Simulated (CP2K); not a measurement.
Furan has these distinct C atoms: C1 (bonded to 2 C and H) and C3 (bonded to C, O and H).

```xyz
9

C     0.3872    0.9476   -0.1157
C    -0.9364    0.3966   -0.1665
C    -0.8047   -0.9414    0.0722
O     0.5187   -1.2670    0.2691
C     1.2286   -0.0950    0.1488
H     0.6730    1.9835   -0.2591
H    -1.8628    0.9276   -0.3555
H    -1.5038   -1.7667    0.1312
H     2.3002   -0.1852    0.2757
```

Their partial C K spectra (CP2K XAS_TDP, all-electron GAPW, PBEh(45%), aug-cc-pVDZ, TDA, GW2X-corrected core level, no relativity) are given in random order, each times the number of alike atoms.

Gaussian full width 0.5 eV, oscillator strength per eV, alike atoms added, rows of zeros left out:

```
E (eV)  curve 1  curve 2
287.50    0.007    0.000
287.75    0.066    0.000
288.00    0.166    0.005
288.25    0.107    0.063
288.50    0.017    0.184
288.75    0.001    0.137
289.00    0.000    0.026
289.25    0.000    0.001
289.75    0.004    0.000
290.00    0.032    0.000
290.25    0.063    0.000
290.50    0.035    0.000
290.75    0.006    0.001
291.00    0.005    0.010
291.25    0.008    0.042
291.50    0.009    0.047
291.75    0.022    0.018
292.00    0.027    0.036
292.25    0.010    0.069
292.50    0.004    0.058
292.75    0.024    0.036
293.00    0.056    0.030
293.25    0.037    0.025
293.50    0.012    0.012
293.75    0.015    0.020
294.00    0.023    0.065
294.25    0.047    0.082
294.50    0.071    0.052
294.75    0.039    0.023
295.00    0.006    0.016
295.25    0.003    0.013
295.50    0.008    0.012
295.75    0.016    0.010
296.00    0.021    0.007
296.25    0.009    0.008
296.50    0.002    0.006
296.75    0.003    0.007
297.00    0.005    0.010
297.25    0.007    0.007
297.50    0.011    0.003
297.75    0.024    0.004
```

Question: Which curve belongs to which atom?

Curve 1: C1 (bonded to 2 C and H), leading line at 288.04 eV (f = 0.045 an atom), ionisation energy 292.02 eV, term value 3.98 eV. Curve 2: C3 (bonded to C, O and H), leading line at 288.57 eV (f = 0.052 an atom), ionisation energy 293.24 eV, term value 4.67 eV. The leading line of an atom is its first one with 35 % of the strongest within 2.5 eV of its lowest line over the strength cut. A line lies at the core ionisation energy, which rises as an atom loses charge to its neighbours or to a π system, less the term value, which is large for a low π* or σ* orbital with weight on that atom.

[Banner, clock and machine lines of the logs are left out without a mark of their own.]

[Logs are printed without paths, hosts, clocks, repeated set-up lines and the standing remarks that a program may print on its own settings, such as how far it seeks lower states.]

[Hosts, paths, dates, database ids (printed as entryN), source tags and the programs' standing remarks are cut or masked in the printed files.]
